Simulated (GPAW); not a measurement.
# Calculated records

## A GW chain in GPAW: BiOBr (P4/nmm)

The structure is tetragonal, space group P4/nmm (No. 129). The conventional cell has a = 3.916 Å, b = 3.916 Å, c = 8.077 Å, α = 90.00°, β = 90.00°, γ = 90.00°. Nearest to Bi lie 4 O at 2.32 Å and 4 Br at 3.18 Å. Nearest to Br lie 4 Bi at 3.18 Å. Nearest to O lie 4 Bi at 2.32 Å. Farther neighbours and most contacts between anions are not listed.

```xyz
6
Lattice="3.9160 0.0000 0.0000 0.0000 3.9160 0.0000 0.0000 0.0000 8.0770" Properties=species:S:1:pos:R:3 pbc="T T T"
Bi    0.0000    1.9580    1.2439
Bi    1.9580    0.0000    6.8331
Br    0.0000    1.9580    5.2743
Br    1.9580    0.0000    2.8027
O     0.0000    0.0000    0.0000
O     1.9580    1.9580    0.0000
```

```yaml
method: DFT, LDA, plane waves, PAW (and 1 further level or step)
program: GPAW 26.7.0
settings_of_one_run: cutoff 600 eV, GPAW PAW setups 1.2.1 data release, 4×4×2 k-mesh, nbands 291
cost: 4 runs, 4.9 min in all on 8 MPI ranks of Arm Neoverse V2, shared host (the runs of this entry)
notes: The database entry behind the starting cell differs from later determinations by our own check (0.1 to 0.3 % short, probably kX units). The cell and positions come from the Crystallography Open Database and are kept as given unless a step says otherwise. Limits: no spin-orbit coupling. Only 3 of the mesh’s irreducible points were corrected, so a valley elsewhere could overtake. Bands and cutoff are finite, so the gap is not at the basis limit. The miss can reach some tenths of an eV and take either sign; the mesh is an error of its own. The 4×4×2 mesh is coarse for this cell, which bears on the long-range parts of exchange and screening.
lda_gap: 2.02 eV, indirect
g0w0_gap_on_the_mesh: 3.02 eV
g0w0_gap_over_the_zone_rigid_shift: 2.90 eV
gw_settings: 4×4×2 mesh, 281 bands, screening to 100 eV, Godby-Needs plasmon pole
known_limits: not at the basis limit; no spin-orbit coupling; coarse k mesh
```

G0W0 moves the gap on the mesh from 2.14 eV to 3.02 eV (+0.88 eV), with Z of 0.79 and 0.82 at the edges. The mesh misses the band edges by 0.12 eV in all; a rigid shift gives 2.90 eV for the zone.

[Paths, hosts, dates, memory and timing lines, banners, echoed tables and standing remarks are left out of the program output.]

[Logs are printed without paths, hosts, clocks, repeated set-up lines and the standing remarks that a program may print on its own settings, such as how far it seeks lower states.]

[Runs of the session that timed out or met a known fault of the program may be left out.]

[Hosts, paths, dates, database ids (printed as entryN), source tags and the programs' standing remarks are cut or masked in the printed files.]
